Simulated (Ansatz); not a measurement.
# Quasi-harmonic thermodynamics of GaP (F-43m), part 2 of 2

Aim: the lattice, expansion, heat capacity and bulk modulus of GaP as it warms.

What experiment has found for this phase:
- volume expansion coefficient 15.9 1e-6/K, heat capacity C_P per formula unit 44.2 J/mol/K and bulk modulus 88.7 GPa near room temperature (given in “High-Throughput Prediction of Finite-Temperature Properties using the Quasi-Harmonic Approximation”, 2016, arXiv:1603.06924)

Ansatz 0.2.0; DFT RPBE, scalar-relativistic, plane waves, PAW.

So far, gap on the k-mesh (eV): step 2 (a first coarse run) 1.76; step 3 (relaxing cell and atoms, k-mesh 8×8×8, smearing width 0.02 eV) 1.49. The relaxed cell has a = 5.555 Å (conventional setting).

## (6) Phonons on strained cells

Thermal expansion follows from how the phonon free energy changes with strain, so the program makes strained cells, their phonons and a fit in one run.

Contents of input.yaml:

```yaml
crystal:
  lattice:
    - [0.0, 2.777491022, 2.777491022]
    - [2.777491022, 0.0, 2.777491022]
    - [2.777491022, 2.777491022, 0.0]
  atoms:
    - { symbol: Ga, position: [0.0, 0.0, 0.0] }
    - { symbol: P, position: [0.25, 0.25, 0.25] }
kpoints:
  mp_grid: { grid: [8, 8, 8] }
hamiltonian:
  xc: rpbe
scf:
  occupations: { method: fixed }
output:
  eigenvalues: true
phonons:
  method: dfpt
  qmesh: [4, 4, 4]
  temperatures: { t_max: 800.0, t_step: 50 }
  thermal_expansion: {}
```

Started as:

```console
$ ansatz run input.yaml --threads 4 --pin off --max-ram 8192MiB --backend cpu --events-out ev --progress --plain --runs-dir out
```

Output:

```text
Warning: phonons: the dynamical matrix that this run interpolates holds no multipole term above the dipole-dipole one, and a site of this crystal is no centre of inversion, so its interpolated transverse optical and acoustic branches and sound speeds can stay off near Gamma, and the density of states and the thermodynamics with them. What a run solves at a wave vector of phonons.qpoints, Gamma apart, where the deck admits one, is free of this, and under fd what a larger phonons.supercell samples
[...]
Crystal: 2 atoms, lattice volume = 42.854 Å³
Basis set: ecut = 487.2 eV, 1037 PW (Γ), exchange–correlation on 60×60×60 points (8 copies of the dense FFT grid, shifted against one another)
Bands: 13, of which v1, the nominal top of the filled ones, is band 9 counted from 1 (8 counted from 0)
Symmetry: 24 space group operations
[...]
k-points: 29 of 512 (time reversal used)
[...]
SCF iter   1: F=—  HF=-4548.406383 eV  |F-HF|=—  |Δ(HF+E_count)|=         —  Δρ=3.40e-3  dr2=2.06e-3  ethr=1.77e-3  ⟨swp⟩=5.0  Hψ=2006  notcnv=0  defer=50
[...]
SCF iter   8: F=-4548.405228 eV  HF=-4548.405228 eV  |F-HF|=2.46e-11  |Δ(HF+E_count)|=   6.10e-9  Δρ=1.11e-7  dr2=4.42e-12  ethr=1.00e-12  ⟨swp⟩=9.7  Hψ=3215  notcnv=0
SCF 1 converged in 8 iterations: F = -4548.405228 eV  dr2 = 4.42e-12
[...]
relax step   1: F+E_penalty+E_count = -4548.40522844 eV  Δ(F+E_penalty+E_count) = +0.000e0 eV  max|allowed force component| = 2.498e-16 eV/Å  Δτ_max = 0.0000 Å  (8 SCF iters, accepted)
SCF converged after 8 iterations
Free energy (F): -4548.405228 eV
[...]
Internal energy: -4548.405228 eV  (E = F + TS)
E sigma→0 (E₀):  -4548.405228 eV
Fermi energy:    6.483252 eV
[...]
--- Stress (GPa, compression-positive) ---
        0.007631      -0.000000      -0.000000
        0.000000       0.007631       0.000000
       -0.000000       0.000000       0.007631
  P = ⅓ Tr σ = 0.0076 GPa (0.076 kbar)
--- Band table (eV; the first three rows and the last of 29) ---
  k-point 0: bands = [... 5 lower, -5.5665, 6.4833, 6.4833, 6.4833, 7.9769, 10.4180, 10.4180, 10.4180]
  k-point 1: bands = [... 5 lower, -5.3794, 4.8888, 6.2752, 6.2752, 8.7119, 10.7415, 10.7415, 10.9069]
  k-point 2: bands = [... 5 lower, -4.8504, 2.7643, 5.8761, 5.8761, 8.5351, 11.2294, 11.2294, 12.6527]
  k-point 28: bands = [... 5 lower, -2.7996, 0.2166, 3.1991, 3.3615, 11.1416, 11.2576, 12.4907, 12.7325]
── thermal expansion: 3 new cells, 3 in all ──
thermal expansion: relaxation of cell 2
thermal expansion: relaxation of cell 3
── thermal expansion: 2 new cells, 5 in all ──
thermal expansion: relaxation of cell 4
thermal expansion: lower-state search of cell 4
thermal expansion: phonons of cell 4
thermal expansion: relaxation of cell 5
thermal expansion: phonons of cell 5
── thermal expansion: 5 new cells, 10 in all ──
thermal expansion: relaxation of cell 6
thermal expansion: relaxation of cell 7
thermal expansion: relaxation of cell 8
thermal expansion: relaxation of cell 9
thermal expansion: relaxation of cell 10
thermal expansion: phonons of cell 6
thermal expansion: phonons of cell 7
--- Relaxed structure (1 steps of the walk, 1 accepted, 0 SCFs on fresh bases) ---
  F+E_penalty+E_count = -4548.40522844 eV   max|allowed force component| = 2.498e-16 eV/Å
  atoms:
    - { symbol: Ga, position: [0.0, 0.0, 0.0] }
    - { symbol: P, position: [0.25, 0.25, 0.25] }
--- Thermal expansion: 10 cells in 3 rounds, 0 GPa ---
  no lower state was reached at cell 4
  without vibrations: a 3.92811, b 3.92811, c 3.92811 Å, V 42.8585 Å³, B 71.10 GPa
  at 0 K: a 3.93476, b 3.93476, c 3.93476 Å, V 43.0765 Å³, B 69.90 GPa
  zero-point expansion: a +0.169, b +0.169, c +0.169, V +0.509 %
      T/K        a/Å        b/Å        c/Å       V/Å³ | expansion of a, b, c, V (1e-6/K)   | that of V in the mean from 25 °C | C_P, C_V (J/mol K of the cell) | B_T, B_S (GPa)
     0.00    3.93476    3.93476    3.93476    43.0765 |    0.00    0.00    0.00    0.00 |   10.86 |     0.000     0.000 |    69.90    69.90
   100.00    3.93501    3.93501    3.93501    43.0846 |    2.21    2.21    2.21    6.64 |   15.40 |    23.409    23.401 |    69.66    69.68
   200.00    3.93661    3.93661    3.93661    43.1372 |    5.48    5.48    5.48   16.43 |   18.70 |    38.845    38.749 |    68.89    69.06
   298.15    3.93902    3.93902    3.93902    43.2165 |    6.82    6.82    6.82   20.45 |       - |    44.444    44.223 |    67.99    68.33
   350.00    3.94046    3.94046    3.94046    43.2638 |    7.21    7.21    7.21   21.64 |   21.09 |    45.950    45.662 |    67.50    67.93
   450.00    3.94341    3.94341    3.94341    43.3611 |    7.72    7.72    7.72   23.16 |   22.03 |    47.680    47.260 |    66.53    67.12
   550.00    3.94653    3.94653    3.94653    43.4640 |    8.07    8.07    8.07   24.20 |   22.74 |    48.662    48.109 |    65.55    66.30
   650.00    3.94977    3.94977    3.94977    43.5712 |    8.34    8.34    8.34   25.02 |   23.32 |    49.298    48.608 |    64.56    65.47
   750.00    3.95311    3.95311    3.95311    43.6819 |    8.58    8.58    8.58   25.74 |   23.83 |    49.757    48.926 |    63.56    64.64
   800.00    3.95482    3.95482    3.95482    43.7386 |    8.69    8.69    8.69   26.08 |   24.07 |    49.946    49.043 |    63.06    64.22
  the static fit leaves 0.001 meV an atom of the energies and, of the stresses, 0.000 GPa of each cell's largest along a strain (root mean squares over the cells), whose Pulay part it has at -0.022 GPa
  vibrations' free energy: its fit passes through its cells
  the electrons' free energy at temperature is not in it: every band gap is over 0.83 eV
  free energies summed between the sampled wave vectors
  estimated error of the fitted expansion in any direction: up to 0.054e-6/K, at 800 K, with few degrees of freedom (an estimate, not a bound: it was exceeded on models of known expansion)
  by sums over the sampled wave vectors an expansion of the volume parts by up to 0.64e-6/K
  by a static energy of one degree less an expansion of the volume parts by up to 0.01e-6/K
  band gaps on the cells' k-points are 1.165 to 1.691 eV
```

Elapsed: 7.8 min, on 4 threads of Arm Neoverse V2, shared host; peak memory 1.2 GiB; 30 min of CPU time.

Read from the output:

```yaml
pressure: 0.007631 GPa
gap_on_the_k_mesh: 1.494 eV
volume_expansion_coefficient_at_298_k: 20.45 1e-6/K
c_p_at_298_k: 22.22 J/mol-atom/K
entropy_at_298_k: 27.18 J/mol-atom/K
isothermal_bulk_modulus_at_298_k: 67.99 GPa
grueneisen_parameter_at_298_k: 0.8185
volume_at_298_k: 21.61 Å³/atom
principal_linear_expansion_coefficients_at_298_k: 6.818, 6.818, 6.818 1e-6/K
```

Strained cells of the study; zero-point energy where phonons were solved; the pressures are stresses at the typed cutoff and can carry an offset from the finite basis. Expansion cells, by row:

```csv
cell,|a| (Å),|b| (Å),|c| (Å),V (Å³/atom),E - E_lowest (meV/atom),"pressure, compression positive (GPa)",gap (eV),zero-point energy (meV/atom)
1,3.928,3.928,3.928,21.43,0,-0.014,1.494,-
2,3.959,3.959,3.959,21.95,2.638,-1.623,1.303,-
3,3.897,3.897,3.897,20.92,2.8,1.781,1.674,-
4,3.928,3.928,3.928,21.43,0.001,-0.04,1.491,43.49
5,3.948,3.948,3.948,21.76,1.085,-1.066,1.371,42.78
6,3.94,3.94,3.94,21.63,0.413,-0.673,1.418,43.06
7,3.964,3.964,3.964,22.03,3.527,-1.86,1.273,42.19
8,3.889,3.889,3.889,20.8,4.3,2.235,1.691,-
9,3.909,3.909,3.909,21.12,1.044,1.06,1.612,-
10,3.982,3.982,3.982,22.33,7.792,-2.685,1.165,-
```

Quasi-harmonic; a, b, c are the run's own cell vectors. Expansion, by row:

```csv
T (K),a (Å),b (Å),c (Å),alpha (deg),beta (deg),gamma (deg),cell volume (Å³/cell),alpha_a (1e-6/K),alpha_b (1e-6/K),alpha_c (1e-6/K),alpha_V (1e-6/K),C_P (J/mol-atom/K),C_V (J/mol-atom/K),S (J/mol-atom/K),B_T (GPa),B_S (GPa),Grueneisen,extrapolation,fit error (1e-6/K)
0,3.935,3.935,3.935,60,60,60,43.08,0,0,0,0,0,0,0,69.9,69.9,-,0,0
50,3.935,3.935,3.935,60,60,60,43.08,0.34,0.34,0.34,1.01,5.041,5.041,2.284,69.86,69.86,0.181,0,0
100,3.935,3.935,3.935,60,60,60,43.08,2.21,2.21,2.21,6.64,11.71,11.7,7.909,69.66,69.68,0.513,0,0
150,3.936,3.936,3.936,60,60,60,43.11,4.18,4.18,4.18,12.54,16.51,16.49,13.64,69.31,69.4,0.684,0,0.01
200,3.937,3.937,3.937,60,60,60,43.14,5.48,5.48,5.48,16.43,19.42,19.37,18.82,68.89,69.06,0.759,0,0.01
250,3.938,3.938,3.938,60,60,60,43.18,6.3,6.3,6.3,18.89,21.16,21.09,23.36,68.44,68.7,0.797,0,0.02
298.1,3.939,3.939,3.939,60,60,60,43.22,6.82,6.82,6.82,20.45,22.22,22.11,27.18,67.99,68.33,0.818,0,0.02
300,3.939,3.939,3.939,60,60,60,43.22,6.83,6.83,6.83,20.5,22.25,22.14,27.32,67.98,68.32,0.819,0,0.02
350,3.94,3.94,3.94,60,60,60,43.26,7.21,7.21,7.21,21.64,22.98,22.83,30.81,67.5,67.93,0.834,0,0.02
400,3.942,3.942,3.942,60,60,60,43.31,7.5,7.5,7.5,22.49,23.48,23.3,33.91,67.02,67.53,0.844,0,0.02
450,3.943,3.943,3.943,60,60,60,43.36,7.72,7.72,7.72,23.16,23.84,23.63,36.7,66.53,67.12,0.852,0,0.02
500,3.945,3.945,3.945,60,60,60,43.41,7.91,7.91,7.91,23.72,24.11,23.87,39.23,66.04,66.71,0.858,0,0.02
550,3.947,3.947,3.947,60,60,60,43.46,8.07,8.07,8.07,24.2,24.33,24.05,41.53,65.55,66.3,0.863,0,0.01
600,3.948,3.948,3.948,60,60,60,43.52,8.21,8.21,8.21,24.63,24.5,24.19,43.66,65.05,65.89,0.868,0,0.01
650,3.95,3.95,3.95,60,60,60,43.57,8.34,8.34,8.34,25.02,24.65,24.3,45.63,64.56,65.47,0.872,0,0.01
700,3.951,3.951,3.951,60,60,60,43.63,8.46,8.46,8.46,25.39,24.77,24.39,47.46,64.06,65.06,0.876,0,0.02
750,3.953,3.953,3.953,60,60,60,43.68,8.58,8.58,8.58,25.74,24.88,24.46,49.17,63.56,64.64,0.88,0,0.04
800,3.955,3.955,3.955,60,60,60,43.74,8.69,8.69,8.69,26.08,24.97,24.52,50.78,63.06,64.22,0.883,0,0.05
```

The expansion coefficient by temperature; values in 1e-6/K:

```csv
temperature (K),volume,principal 1
0,0,0
50,1.01,0.34
100,6.64,2.21
150,12.5,4.18
200,16.4,5.48
250,18.9,6.3
298,20.4,6.82
300,20.5,6.83
350,21.6,7.21
400,22.5,7.5
450,23.2,7.72
500,23.7,7.91
550,24.2,8.07
600,24.6,8.21
650,25.0,8.34
700,25.4,8.46
750,25.7,8.58
800,26.1,8.69
```

At 298 K the volume expansion is 20.5 × 10⁻⁶/K and B_T is 68.0 GPa. The program raised the cutoff to 487.2 eV by itself: with no cutoff typed, the study takes about 1.16 times the default for its relaxations and scales it with the volume for the phonons.

## (7) What came out

* settings of these figures: RPBE, 487.2 eV, k 8×8×8, q 4×4×4
* volume expansion coefficient at 298 K: 20.45 1e-6/K
* C_P at 298 K: 22.22 J/mol-atom/K
* entropy at 298 K: 27.18 J/mol-atom/K
* isothermal bulk modulus at 298 K: 67.99 GPa
* Grüneisen parameter at 298 K: 0.8185
* volume at 298 K: 21.61 Å³/atom
* principal linear expansion coefficients at 298 K: 6.818, 6.818, 6.818 1e-6/K

**Reading.** Near room temperature GaP expands by 20.5 × 10⁻⁶/K in volume at this level, with C_P = 22.2 J/(mol K) per mole of atoms and B_T = 68.0 GPa. C_P at room temperature is 89 % of the classical 3R an atom, so the stiffest modes are still partly frozen out. A measured volume expansion coefficient near room temperature is 15.9 1e-6/K (arXiv:1603.06924); the calculated 20.5 1e-6/K differs by +29 %. That is the usual direction for this kind of gradient-corrected functional, which gives too large and too soft a cell. A measured bulk modulus near room temperature is 88.7 GPa (arXiv:1603.06924); the calculated 68.0 GPa differs by -23 %. The table does not say whether its value is isothermal or adiabatic. A measured heat capacity per formula unit near room temperature is 44.2 J/mol/K (arXiv:1603.06924); the calculated 44.4 J/mol/K differs by +1 %. The interpolation has no quadrupole term, so branches near the zone centre are less sure, since some sites of this crystal are not centres of inversion.

[Long decimals in the printed logs are rounded to 6 places.]

[Logs are printed without paths, hosts, clocks, repeated set-up lines and the standing remarks that a program may print on its own settings, such as how far it seeks lower states.]

[Hosts, paths, dates, database ids (printed as entryN), source tags and the programs' standing remarks are cut or masked in the printed files.]

[Where the starting crystal was built by hand or by swapping elements, it need not be the compound's stable phase.]

[A step with changed settings may run another functional than the one named; its input shows which.]

[Pressures of single members of a volume series are the stress at the run's cutoff; with an incomplete basis they can lie off −dE/dV of the same runs, and they are not shown converged.]
